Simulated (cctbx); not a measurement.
## Accept or mend?

Cell a = 3.9400 Å, b = 3.9400 Å, c = 7.0360 Å, α = 90.00°, β = 90.00°, γ = 90.00°; space group P4/mmm (no. 123).

Simulated single-crystal data (cctbx): Cu Kα, λ = 1.54184 Å, to d = 0.83 Å, 80 % of the full sphere, strongest reflection 5000 counts, noise from counting, a 3 % proportional error and a noise floor of 8 counts (s.d.); no absorption.

An anisotropic refinement with weights 1/σ² prints:

```text
Rint 0.040, 86 unique reflections to 0.84 A
cycle     R1     wR2    GooF  max shift (A)
   1  0.1505  0.2611   8.976   0.00246
   2  0.1352  0.2363   8.123   0.00001
final R1 0.1352 wR2 0.2363 GooF 8.123  parameters 8  data/parameter 10.8
atom        x        y        z      Ueq    occ   su(xyz)  su(Uiso or U11)
Os1    0.00000  0.00000  0.00000   0.0040  1.000  0.00000  0.0043
Os2    0.50000  0.00000  0.70663   0.0081  1.000  0.00072  0.0046
In1    0.50000  0.50000  0.00000   0.0119  1.000  0.00000  0.0074
difference map: max 81.21 min -7.21 rms 3.39
Q1    0.0000  0.0000  0.5000    1   81.21  2.45 A from Os2
Q2    0.0000  0.5000  0.2535    4    8.75  0.28 A from Os2
Q3    0.5000  0.5000  0.0000    1    5.57  0.00 A from In1
Q4    0.5000  0.5000  0.3515    2    5.42  2.01 A from Os2
Q5    0.5000  0.5000  0.5000    1    5.31  2.45 A from Os2
Q6    0.0000  0.0000  0.1143    2    4.99  0.80 A from Os1
```

Q: Accept it or mend it, and why?

Mend it. The fault: an atom left out, As at (0, 0, 1/2). Against the right model at the same level, R1 goes from 0.0116 to 0.1352 and GooF from 0.90 to 8.12 and the top difference peak, 81.2 e/Å³, lies 2.45 Å from Os2. Q1 is the missing atom. With scattering power missing, scale and phases suffer, so peaks may also grow on the heavy atoms.

The compound is InAsOs5. The right model at the same level gives:

```text
Rint 0.040, 86 unique reflections to 0.84 A
cycle     R1     wR2    GooF  max shift (A)
   1  0.0319  0.0726   2.527   0.00037
   2  0.0116  0.0258   0.898   0.00000
final R1 0.0116 wR2 0.0258 GooF 0.898  parameters 10  data/parameter 8.6
atom        x        y        z      Ueq    occ   su(xyz)  su(Uiso or U11)
Os1    0.00000  0.00000  0.00000   0.0090  1.000  0.00000  0.0005
Os2    0.50000  0.00000  0.70633   0.0114  1.000  0.00007  0.0004
In1    0.50000  0.50000  0.00000   0.0095  1.000  0.00000  0.0008
As1    0.00000  0.00000  0.50000   0.0244  1.000  0.00000  0.0014
difference map: max 2.91 min -3.51 rms 0.67
Q1    0.5000  0.5000  0.2944    2    3.06  1.97 A from Os2
Q2    0.0000  0.0000  0.2125    2    2.83  1.50 A from Os1
Q3    0.2034  0.2034  0.0000    4    2.35  1.13 A from Os1
Q4    0.0000  0.2296  0.2904    8    2.17  1.07 A from Os2
Q5    0.2868  0.5000  0.3870    8    2.00  1.31 A from Os2
Q6    0.2848  0.5000  0.2026    8    1.71  1.29 A from Os2
```

This is a model crystal, built by substitution and not relaxed, with assumed displacement parameters.

[Middle refinement cycles are left out of these outputs.]

[Logs are printed without paths, hosts, clocks, repeated set-up lines and the standing remarks that a program may print on its own settings, such as how far it seeks lower states.]
